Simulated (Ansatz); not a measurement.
# Si on Ni(111): change of the work function, part 3 of 4

Aim: the work function of Ni(111) at several coverages of Si (fcc site), and the dipole that each adsorbate carries.

Ansatz 0.2.0; plane-wave DFT, PBE, Ansatz PAW.

So far, work function, upper face (eV): step 2 (the clean slab) 5.07; step 3 (37 atoms, coverage 0.111 ML, cell 3x3) 4.92.

### Step 4. Adsorbate added, k-mesh 6×6×1, coverage 0.25 ML

System of this step: Si/Ni(111). The cell holds 17 atoms: 16 Ni and 1 Si. Cell: a = 4.978 Å, b = 4.978 Å, c = 26.011 Å, α = 90.0°, β = 90.0°, γ = 60.0°. Vacuum lies along c.

Another coverage, to see how the dipoles act on each other as their distance changes.

Input file input.yaml:

```yaml
crystal:
  lattice:
    - [4.9780317395, 0.0, 0.0]
    - [2.4890158698, 4.3111019473, 0.0]
    - [0.0, 0.0, 26.010722271]
  atoms:
    - { symbol: Ni, position: [0.0, 0.0, 0.3460111529], spin: 0.7 }
    - { symbol: Ni, position: [0.1666666667, 0.1666666667, 0.4241432756], spin: 0.72 }
    - { symbol: Ni, position: [0.3333333333, 0.3333333333, 0.5020155587], spin: 0.72 }
    - { symbol: Ni, position: [0.0, 0.0, 0.5791060347], spin: 0.7 }
    - { symbol: Ni, position: [0.0, 0.5, 0.3460111529], spin: 0.7 }
    - { symbol: Ni, position: [0.1666666667, 0.6666666667, 0.4241432756], spin: 0.72 }
    - { symbol: Ni, position: [0.3333333333, 0.8333333333, 0.5020155587], spin: 0.72 }
    - { symbol: Ni, position: [0.0, 0.5, 0.5791060347], spin: 0.7 }
    - { symbol: Ni, position: [0.5, 0.0, 0.3460111529], spin: 0.7 }
    - { symbol: Ni, position: [0.6666666667, 0.1666666667, 0.4241432756], spin: 0.72 }
    - { symbol: Ni, position: [0.8333333333, 0.3333333333, 0.5020155587], spin: 0.72 }
    - { symbol: Ni, position: [0.5, 0.0, 0.5791060347], spin: 0.7 }
    - { symbol: Ni, position: [0.5, 0.5, 0.3460111529], spin: 0.7 }
    - { symbol: Ni, position: [0.6666666667, 0.6666666667, 0.4241432756], spin: 0.72 }
    - { symbol: Ni, position: [0.8333333333, 0.8333333333, 0.5020155587], spin: 0.72 }
    - { symbol: Ni, position: [0.5, 0.5, 0.5791060347], spin: 0.7 }
    - { symbol: Si, position: [0.1666666667, 0.1666666667, 0.6539888471] }
magnetization:
  spin_polarized: true
kpoints:
  mp_grid: { grid: [6, 6, 1] }
hamiltonian:
  xc: pbe
scf:
  occupations: { method: fermi_dirac, width: 0.1 }
  convergence: { dr2_threshold: 1.0e-08 }
efield:
  axis: 3
  dipole_correction: true
  ramp_position: 0.97
  ramp_width: 0.06
relax:
  f_tol: 0.02
  max_steps: 60
  constraints: [{ sites: [0, 1, 4, 5, 8, 9, 12, 13] }]
output:
  dos: { projected: true, e_range: [-8, 4] }
  write_potential: true
  write_density: true
  volumetric_format: npy
  elf: true
```

On the command line:

```bash
ansatz run input.yaml --threads 4 --pin off --max-ram 16384MiB --backend cpu --events-out ev --progress --plain --runs-dir out
```

Output:

```text
[...]
Crystal: 17 atoms, lattice volume = 558.211 Å³
Basis set: ecut = 420 eV, 10917 PW (Γ), exchange–correlation on 72×72×360 points (8 copies of the dense FFT grid, shifted against one another)
Bands: 183, of which v1, the nominal top of the filled ones, is band 146 counted from 1 (145 counted from 0)
Symmetry: 6 space group operations
k-points: 7 of 36 (time reversal used)
[...]
Starting moments: Σ|m| = 11.36 μB on 16 of 17 sites
[...]
SCF iter   1: F=—  HF=-94051.134157 eV  |F-HF|=—  |Δ(HF+E_count)|=         —  Δρ=2.50e-2 (↑1.14e-2 ↓2.50e-2)  dr2=2.22e1  dr2_m=7.57e-1  M=11.432 μB ∫|m|=12.185 μB  β_m=1.00  ethr=3.10e-3  p=-0.000 e·Å  D=-3.49e-7 V/Å  ΔV_dip=0.00 eV  dr2_dipole=2.42e0  V_vac-E_F(+/−)=7.13/7.13 eV  ⟨swp⟩=9.3  Hψ=12775  notcnv=0  defer=194
[...]
SCF iter  20: F=-94066.806929 eV  HF=-94066.806929 eV  |F-HF|=5.69e-9  |Δ(HF+E_count)|=  5.09e-10  Δρ=5.27e-7 (↑2.34e-7 ↓5.27e-7)  dr2=6.53e-9  dr2_m=1.67e-10  M=9.356 μB ∫|m|=10.938 μB  ethr=2.36e-12  p=0.037 e·Å  D=1.21e-2 V/Å  ΔV_dip=-0.31 eV  dr2_dipole=1.15e-9  V_vac-E_F(+/−)=4.76/5.08 eV  ⟨swp⟩=14.1  Hψ=19232  notcnv=0
SCF 1 converged in 20 iterations: F = -94066.806929 eV  dr2 = 6.53e-9
[...]
relax step   1: F+E_penalty+E_count = -94066.80692913 eV  Δ(F+E_penalty+E_count) = +0.000e0 eV  max|allowed force component| = 2.106e0 eV/Å  Δτ_max = 0.0000 Å  (20 SCF iters, accepted)
[...]
SCF iter  13: F=-94067.031627 eV  HF=-94067.031627 eV  |F-HF|=3.78e-9  |Δ(HF+E_count)|=   1.34e-8  Δρ=4.69e-7 (↑2.89e-7 ↓4.69e-7)  dr2=2.40e-9  dr2_m=2.45e-10  M=9.165 μB ∫|m|=10.716 μB  ethr=1.00e-12  p=0.032 e·Å  D=1.04e-2 V/Å  ΔV_dip=-0.27 eV  dr2_dipole=1.17e-10  V_vac-E_F(+/−)=4.81/5.08 eV  ⟨swp⟩=11.2  Hψ=17908  notcnv=0
SCF 2 converged in 13 iterations: F = -94067.031627 eV  dr2 = 2.40e-9
relax step   2: F+E_penalty+E_count = -94067.03162711 eV  Δ(F+E_penalty+E_count) = -2.247e-1 eV  max|allowed force component| = 1.281e0 eV/Å  Δτ_max = 0.1197 Å  (13 SCF iters, accepted)
SCF iter   1: F=—  HF=-94067.154942 eV  |F-HF|=—  |Δ(HF+E_count)|=         —  Δρ=2.56e-3 (↑2.56e-3 ↓2.41e-3)  dr2=2.04e-1  dr2_m=1.70e-2  M=9.072 μB ∫|m|=10.594 μB  β_m=1.00  ethr=8.56e-4  p=0.032 e·Å  D=1.04e-2 V/Å  ΔV_dip=-0.27 eV  dr2_dipole=4.61e-2  V_vac-E_F(+/−)=4.82/5.09 eV  ⟨swp⟩=4.4  Hψ=5391  notcnv=0  defer=253
[...]
SCF iter  14: F=-94067.134146 eV  HF=-94067.134146 eV  |F-HF|=8.79e-9  |Δ(HF+E_count)|=   6.69e-9  Δρ=1.94e-7 (↑1.09e-7 ↓1.94e-7)  dr2=8.53e-10  dr2_m=4.67e-11  M=8.960 μB ∫|m|=10.456 μB  ethr=1.00e-12  p=0.032 e·Å  D=1.03e-2 V/Å  ΔV_dip=-0.27 eV  dr2_dipole=2.04e-10  V_vac-E_F(+/−)=4.81/5.07 eV  ⟨swp⟩=11.3  Hψ=16801  notcnv=0
SCF 3 converged in 14 iterations: F = -94067.134146 eV  dr2 = 8.53e-10
relax step   3: F+E_penalty+E_count = -94067.13414553 eV  Δ(F+E_penalty+E_count) = -1.025e-1 eV  max|allowed force component| = 3.666e-1 eV/Å  Δτ_max = 0.1543 Å  (14 SCF iters, accepted)
[...]
relax step   4: F+E_penalty+E_count = -94067.14121436 eV  Δ(F+E_penalty+E_count) = -7.069e-3 eV  max|allowed force component| = 4.056e-2 eV/Å  Δτ_max = 0.0290 Å  (16 SCF iters, accepted)
SCF iter   1: F=—  HF=-94067.141703 eV  |F-HF|=—  |Δ(HF+E_count)|=         —  Δρ=1.59e-4 (↑8.90e-5 ↓1.59e-4)  dr2=1.53e-4  dr2_m=3.78e-5  M=8.997 μB ∫|m|=10.502 μB  β_m=1.00  ethr=7.44e-7  p=0.031 e·Å  D=1.00e-2 V/Å  ΔV_dip=-0.26 eV  dr2_dipole=3.39e-6  V_vac-E_F(+/−)=4.81/5.07 eV  ⟨swp⟩=2.6  Hψ=4710  notcnv=0  defer=177
[...]
SCF iter   9: F=-94067.141477 eV  HF=-94067.141477 eV  |F-HF|=8.15e-10  |Δ(HF+E_count)|=   1.01e-8  Δρ=4.95e-7 (↑2.70e-7 ↓4.95e-7)  dr2=2.29e-9  dr2_m=3.71e-10  M=8.998 μB ∫|m|=10.503 μB  ethr=1.00e-12  p=0.031 e·Å  D=9.97e-3 V/Å  ΔV_dip=-0.26 eV  dr2_dipole=1.57e-10  V_vac-E_F(+/−)=4.81/5.07 eV  ⟨swp⟩=9.1  Hψ=17836  notcnv=0
SCF 5 converged in 9 iterations: F = -94067.141477 eV  dr2 = 2.29e-9
relax step   5: F+E_penalty+E_count = -94067.14147701 eV  Δ(F+E_penalty+E_count) = -2.626e-4 eV  max|allowed force component| = 1.258e-2 eV/Å  Δτ_max = 0.0040 Å  (9 SCF iters, accepted)
[...]
SCF converged after 9 iterations
Magnetization: 8.9981 μB (150.4991 up, 141.5009 down)
Absolute magnetization: 10.5133 μB (∫|ρ↑−ρ↓|, with the PAW one-centre terms)
[...]
Per-site moments (μB) at R_I (Å): [(0.709129, 1.026719), (0.723259, 1.026719), (0.649985, 1.023187), (0.264290, 0.916650), (0.709129, 1.026719), (0.715995, 1.011565), (0.649985, 1.023187), (0.264290, 0.916650), (0.709129, 1.026719), (0.715995, 1.011565), (0.649985, 1.023187), (0.264290, 0.916650), (0.707861, 1.026719), (0.715995, 1.011565), (0.609749, 1.011565), (0.593670, 1.026961), (-0.024316, 0.916650)]
Free energy (F): -94067.141477 eV
[...]
Internal energy: -94066.208229 eV  (E = F + TS)
E sigma→0 (E₀):  -94066.674853 eV
Entropy (-TS):   -0.933248 eV (-54.897 meV/atom)
Fermi energy:    2.688583 eV
Dipole field:    D = 0.009961 V/Å  (p = 0.030728 e·Å, saw-weighted, corrected)
Work function:   Φ+ = 4.8149 eV   Φ− = 5.0740 eV
[...]
--- Forces (eV/Å), atoms counted from 1 ---
  atom   1  Ni    -0.00251903    -0.00145436     0.14615047
  atom   2  Ni    -0.00000000    -0.00000000    -0.03744208
  atom   3  Ni     0.00017682     0.00010209     0.00523638
  atom   4  Ni    -0.00229459    -0.00132478    -0.00285476
  atom   5  Ni     0.00000000     0.00290872     0.14615047
  atom   6  Ni     0.03888133    -0.02244815    -0.19285861
  atom   7  Ni    -0.00000000    -0.00020418     0.00523638
  atom   8  Ni     0.00000000     0.00264956    -0.00285476
  atom   9  Ni     0.00251903    -0.00145436     0.14615047
  atom  10  Ni     0.00000000     0.04489629    -0.19285861
  atom  11  Ni    -0.00017682     0.00010209     0.00523638
  atom  12  Ni     0.00229459    -0.00132478    -0.00285476
  atom  13  Ni     0.00000000    -0.00000000     0.17613239
  atom  14  Ni    -0.03888133    -0.02244815    -0.19285861
  atom  15  Ni    -0.00000000     0.00000000    -0.01257810
  atom  16  Ni    -0.00000000     0.00000000     0.01063338
  atom  17  Si     0.00000000     0.00000000    -0.00376557
  max |Σ_I F_I| component: 4.45e-7 eV/Å
--- Band table (eV; the first three rows and the last of 14) ---
  k-point 0 ↑: bands = [... 142 lower, 2.2793, 2.2793, 2.2825, 2.3548, 2.4354, 2.4354, 2.4456, 2.8693, ... 33 higher]
  k-point 1 ↑: bands = [... 142 lower, 2.1319, 2.1406, 2.1748, 2.1763, 2.2395, 2.2649, 2.3295, 2.8426, ... 33 higher]
  k-point 2 ↑: bands = [... 142 lower, 2.0006, 2.0651, 2.0971, 2.1173, 2.1419, 2.1442, 2.1955, 2.2290, ... 33 higher]
  k-point 6 ↓: bands = [... 142 lower, 2.6683, 2.6745, 2.6806, 2.7222, 2.7269, 2.7341, 2.7458, 2.7587, ... 33 higher]
--- Relaxed structure (5 steps of the walk, 5 accepted, 0 SCFs on fresh bases) ---
  F+E_penalty+E_count = -94067.14147701 eV   max|allowed force component| = 1.258e-2 eV/Å
  atoms:
    - { symbol: Ni, position: [-1.795949e-17, -1.795949e-17, 0.3460111529] }
    - { symbol: Ni, position: [0.166667, 0.166667, 0.424143] }
    - { symbol: Ni, position: [0.333907, 0.333907, 0.502435] }
    - { symbol: Ni, position: [-0.00302377, -0.00302377, 0.580187] }
    - { symbol: Ni, position: [0.0, 0.500000, 0.3460111529] }
    - { symbol: Ni, position: [0.166667, 0.666667, 0.424143] }
    - { symbol: Ni, position: [0.333907, 0.832187, 0.502435] }
    - { symbol: Ni, position: [-0.00302377, 0.506048, 0.580187] }
    - { symbol: Ni, position: [0.500000, -1.795949e-17, 0.3460111529] }
    - { symbol: Ni, position: [0.666667, 0.166667, 0.424143] }
    - { symbol: Ni, position: [0.832187, 0.333907, 0.502435] }
    - { symbol: Ni, position: [0.506048, -0.00302377, 0.580187] }
    - { symbol: Ni, position: [0.500000, 0.500000, 0.3460111529] }
    - { symbol: Ni, position: [0.666667, 0.666667, 0.424143] }
    - { symbol: Ni, position: [0.833333, 0.833333, 0.500539] }
    - { symbol: Ni, position: [0.500000, 0.500000, 0.582009] }
    - { symbol: Si, position: [0.166667, 0.166667, 0.644489] }
```

The job ended after 6.5 min (4 threads of Arm Neoverse V1, shared host; peak memory 3 GiB; 25 min of CPU time).

The steps of the relaxation:

```csv
step,energy less that of the first step (eV),largest force component (eV/Å)
1,0.0000,2.1059
2,-0.2247,1.2814
3,-0.3272,0.3666
4,-0.3343,0.0406
5,-0.3345,0.0126
```

Forces are held to the 6 operations that the program found; a distortion that breaks them can't arise in this run.

The atoms that moved most (Å):

| atom | dx | dy | dz | length |
| --- | --- | --- | --- | --- |
| Si17 | 0.000 | 0.000 | -0.247 | 0.247 |
| Ni16 | 0.000 | 0.000 | 0.076 | 0.076 |
| Ni15 | 0.000 | 0.000 | -0.038 | 0.038 |
| Ni4 | -0.023 | -0.013 | 0.028 | 0.038 |
| Ni12 | 0.023 | -0.013 | 0.028 | 0.038 |
| Ni8 | 0.000 | 0.026 | 0.028 | 0.038 |
| Ni7 | 0.000 | -0.005 | 0.011 | 0.012 |
| Ni11 | -0.004 | 0.002 | 0.011 | 0.012 |

The relaxed structure:

```
Ni Si
1.0
     4.97803    0.00000    0.00000
     2.48902    4.31110    0.00000
     0.00000    0.00000   26.01072
Ni Si
16 1
Direct
  0.00000 0.00000 0.34601
  0.16667 0.16667 0.42414
  0.33391 0.33391 0.50243
  0.99698 0.99698 0.58019
  0.00000 0.50000 0.34601
  0.16667 0.66667 0.42414
  0.33391 0.83219 0.50243
  0.99698 0.50605 0.58019
  0.50000 0.00000 0.34601
  0.66667 0.16667 0.42414
  0.83219 0.33391 0.50243
  0.50605 0.99698 0.58019
  0.50000 0.50000 0.34601
  0.66667 0.66667 0.42414
  0.83333 0.83333 0.50054
  0.50000 0.50000 0.58201
  0.16667 0.16667 0.64449
```

This step gave:

| Item | Value |
| --- | --- |
| energy at zero smearing | -94066.6749 eV |
| total moment | 8.998 μB |
| work function, upper face | 4.815 eV |
| work function, lower face | 5.074 eV |
| dipole along the normal | 0.03073 e·Å |
| step between the vacuum levels | -0.2591 eV |

The density of states has structure finer than the step of the table below, so its rows give means over 0.25 eV. Peaks (eV: height): total -2.140: 65.9, -1.650: 68.2, -1.410: 66.7, -1.080: 60.2, -0.990: 73.4, -0.750: 68.7, -0.630: 69.4; up -2.140: 45.6, -1.980: 30.7, -1.650: 38.5, -1.290: 35.4, -1.170: 39.2, -0.750: 51.6, -0.660: 42.3; down -1.620: 33.4, -1.500: 36.9, -1.410: 40.3, -1.140: 34.4, -0.990: 49.2, -0.450: 34.3, -0.150: 36.4.

Density of states against energy, zero at the Fermi level; means over each step; values in states/eV a cell:

```
energy (eV)  total     up   down
      -7.75   1.32  0.710  0.613
      -7.50   1.15  0.585  0.565
      -7.25   1.18  0.593  0.587
      -7.00   1.66  0.805  0.852
      -6.75   1.39  0.720  0.668
      -6.50   1.84  0.909  0.930
      -6.25   2.78   1.40   1.38
      -6.00   3.82   1.82   2.00
      -5.75   1.86  0.999  0.859
      -5.50   2.47   1.25   1.22
      -5.25   1.78   1.10  0.680
      -5.00   8.02   4.55   3.47
      -4.75   6.20   3.23   2.97
      -4.50   9.56   6.94   2.62
      -4.25   12.7   7.26   5.48
      -4.00   20.4   13.3   7.16
      -3.75   23.2   14.7   8.45
      -3.50   21.7   11.7   10.1
      -3.25   26.5   13.8   12.7
      -3.00   29.7   14.6   15.1
      -2.75   30.4   18.8   11.6
      -2.50   39.3   23.5   15.8
      -2.25   42.9   26.9   16.0
      -2.00   45.2   25.1   20.1
      -1.75   41.9   18.0   23.9
      -1.50   49.7   21.3   28.4
      -1.25   43.7   25.6   18.1
      -1.00   50.1   25.7   24.4
      -0.75   54.8   33.3   21.5
      -0.50   44.6   19.5   25.1
      -0.25   25.1   3.91   21.2
       0.00   30.3   4.62   25.7
       0.25   21.8   2.90   18.9
       0.50   9.16   3.20   5.96
       0.75   7.37   2.96   4.41
       1.00   7.70   4.66   3.04
       1.25   6.08   2.36   3.72
       1.50   5.93   2.03   3.90
       1.75   4.40   2.53   1.87
```

Projected DOS per atom over height of the atomic layer and energy from the Fermi level. Layers: Ni4 Ni4 Ni4 Ni4 Si from below.

Values in states/eV, 22 rows by 5 columns, each cell a mean:
```
0.21 0.23 0.17 0.19 0.73
0.30 0.27 0.29 0.26 0.92
0.36 0.30 0.33 0.37 1.13
0.83 0.83 0.81 0.64 0.81
1.95 1.78 1.74 1.44 0.58
2.69 2.31 2.78 2.91 0.60
3.32 2.54 2.42 2.96 0.65
3.43 2.45 2.52 2.54 0.66
2.94 2.18 2.27 2.97 0.72
2.54 2.45 2.41 2.59 0.87
1.55 1.90 1.72 1.95 0.73
1.26 1.66 1.71 1.46 0.46
0.96 1.69 1.53 1.07 0.46
0.62 1.30 1.21 0.77 0.36
0.35 0.63 0.57 0.38 0.24
0.30 0.43 0.38 0.28 0.20
0.12 0.16 0.16 0.10 0.10
0.13 0.22 0.25 0.10 0.13
0.13 0.10 0.19 0.05 0.23
0.05 0.16 0.13 0.03 0.09
0.04 0.13 0.07 0.02 0.15
0.04 0.13 0.06 0.15 0.99
```
Columns: height of the atomic layer (Å) from 9 to 16.8 (not evenly spaced); rows upwards: energy from the Fermi level (eV) from -7.96 to 1.95.

Projected DOS per atom, spin up over height of the atomic layer and energy from the Fermi level. Layers: Ni4 Ni4 Ni4 Ni4 Si from below.

Ten even steps from '_' (0.01 states/eV) to '@' (2.07 states/eV), each cell a mean:
```
________..
________..
________::
________::
______....
++++####..
@@##**%%..
##++****..
##====**..
%%######..
==++++++::
--------__
--++==::__
..----::__
..::....__
__....____
__________
__________
__________
__________
__________
________::
```
Columns: height of the atomic layer (Å) from 9 to 16.8 (not evenly spaced); rows upwards: energy from the Fermi level (eV) from -7.96 to 1.95.

Projected DOS per atom, spin down over height of the atomic layer and energy from the Fermi level. Layers: Ni4 Ni4 Ni4 Ni4 Si from below.

Ten even steps from '0' (0.01 states/eV) to '9' (1.85 states/eV), each cell a mean:
```
00001
00002
10012
33321
98861
86671
65561
97661
76681
34452
34341
24431
13221
12210
00000
00000
00000
00000
00000
00000
00000
00002
```
Columns: height of the atomic layer (Å) from 9 to 16.8 (not evenly spaced); rows upwards: energy from the Fermi level (eV) from -7.96 to 1.95.

Site moment by atom:

```csv
atom,site moment (μB)
Ni1,0.709
Ni2,0.723
Ni3,0.650
Ni4,0.264
Ni5,0.709
Ni6,0.716
Ni7,0.650
Ni8,0.264
Ni9,0.709
Ni10,0.716
Ni11,0.650
Ni12,0.264
Ni13,0.708
Ni14,0.716
Ni15,0.610
Ni16,0.594
Si17,-0.024
```

Spin density in the ca plane at fractional y = 0.167, with atoms of Ni and Si within 0.2 Å of it.

Ten even steps from '0' (0.0 e/Å³) to '9' (2.0 e/Å³), each cell a mean:
```
00000000000000000000000000000000000000000000
00000000000000000000000000000000000000000000
00000000100000000000000000000000000000000000
00000001750000000000000000000000000000000000
00000002860000000000000000000000000000000000
00000000110000000000000000000000000000000000
00000000000000000000000000000000000000000000
00000000000000000000000000000000000000000000
00000000000000000000000000000000000000000000
00000001320000000000000000000000000000000000
00000002971000000000000000000000000000000000
00000001430000000000000000000000000000000000
00000000000000000000000000000000000000000000
```
Columns run along c (16.0 Å, from fractional 0.31 to 0.92 of the cell), rows up along a (5.0 Å). Atoms in or near the plane, at fractional coordinates: Ni at (0.42, 0.17), Ni at (0.42, 0.67), Si at (0.64, 0.17).

ELF in the ca plane at fractional y = 0.167, with atoms of Ni and Si within 0.2 Å of it. It is the smooth field of the valence electrons, not physical close to the nuclei.

Values, 7 rows by 16 columns, each cell a mean:
```
0.18 0.20 0.23 0.22 0.21 0.20 0.21 0.21 0.44 0.66 0.57 0.19 0.01 0.00 0.00 0.00
0.24 0.23 0.24 0.31 0.23 0.21 0.23 0.22 0.23 0.14 0.06 0.01 0.00 0.00 0.00 0.00
0.28 0.28 0.27 0.42 0.25 0.24 0.25 0.27 0.21 0.06 0.01 0.00 0.00 0.00 0.00 0.00
0.19 0.20 0.22 0.22 0.21 0.19 0.21 0.20 0.33 0.44 0.33 0.08 0.01 0.00 0.00 0.00
0.19 0.19 0.22 0.22 0.21 0.19 0.21 0.22 0.57 0.83 0.84 0.41 0.04 0.00 0.00 0.00
0.29 0.29 0.28 0.44 0.25 0.25 0.24 0.37 0.44 0.83 0.95 0.61 0.09 0.00 0.00 0.00
0.23 0.22 0.23 0.28 0.22 0.20 0.22 0.27 0.55 0.83 0.91 0.53 0.07 0.00 0.00 0.00
```
Columns run along c (16.0 Å, from fractional 0.31 to 0.92 of the cell), rows up along a (5.0 Å). Atoms in or near the plane, at fractional coordinates: Ni at (0.42, 0.17), Ni at (0.42, 0.67), Si at (0.64, 0.17).

Electrostatic potential energy in the ca plane at fractional y = 0.167, with atoms of Ni and Si within 0.2 Å of it. With pseudopotentials it is smooth inside the atoms' cores, unlike the true potential.

Values in eV, 7 rows by 16 columns, each cell a mean:
```
 -4 -13   2   0  -2 -15  -2 -15   2   4   7   8   8   8   8   8
  3   0 -14 -31   1  -1   3   0   6   7   7   8   8   8   8   8
  4   3 -22 -42   1   3   5   3   7   7   8   8   8   8   8   8
 -2 -10  -1  -7  -1 -11  -1 -11   4   6   7   8   8   8   8   8
 -1  -7  -3 -11  -1  -9   0  -8  -8  -7   6   7   8   8   8   8
  5   3 -24 -43   1   3   5   2 -34 -33   5   7   8   8   8   8
  2  -2 -12 -27   1  -2   3  -3 -21 -19   5   7   8   8   8   8
```
Columns run along c (16.0 Å, from fractional 0.31 to 0.92 of the cell; values clipped at the 3rd and 97th percentile), rows up along a (5.0 Å). Atoms in or near the plane, at fractional coordinates: Ni at (0.42, 0.17), Ni at (0.42, 0.67), Si at (0.64, 0.17).

The relaxation took 5 steps and lowered the energy by 0.33 eV; the largest force on the free atoms ends at 0.013 eV/Å.

By hand: a sheet of dipoles makes a step −p/(ε₀A) in the electron's potential. With e/ε₀ = 180.95 V·Å, p = 0.03073 e·Å and A = 21.46 Å², that is −180.95 × (0.03073) / 21.46 = -0.259 eV, and the two vacuum levels of the run differ by -0.259 eV.

The covered face has 4.81 eV, -0.26 eV against the clean one; the bare back face has moved by -0.01 eV, a measure of how thin the slab is.

(Continued in part 4 of 4.)

[Long decimals in the printed logs are rounded to 6 places.]

[Logs are printed without paths, hosts, clocks, repeated set-up lines and the standing remarks that a program may print on its own settings, such as how far it seeks lower states.]

[Hosts, paths, dates, database ids (printed as entryN), source tags and the programs' standing remarks are cut or masked in the printed files.]

[Maps of the electrostatic potential energy from Ansatz leave out the sawtooth potential of an applied field or a dipole correction, so their vacuum need not be flat; planar profiles and work functions include it.]

[The density of states shown here was stored with 400 of the rows of the run's finer table, so its peaks can read low, often by over a quarter, or be missed, and its means over a window can be off by a tenth or more.]
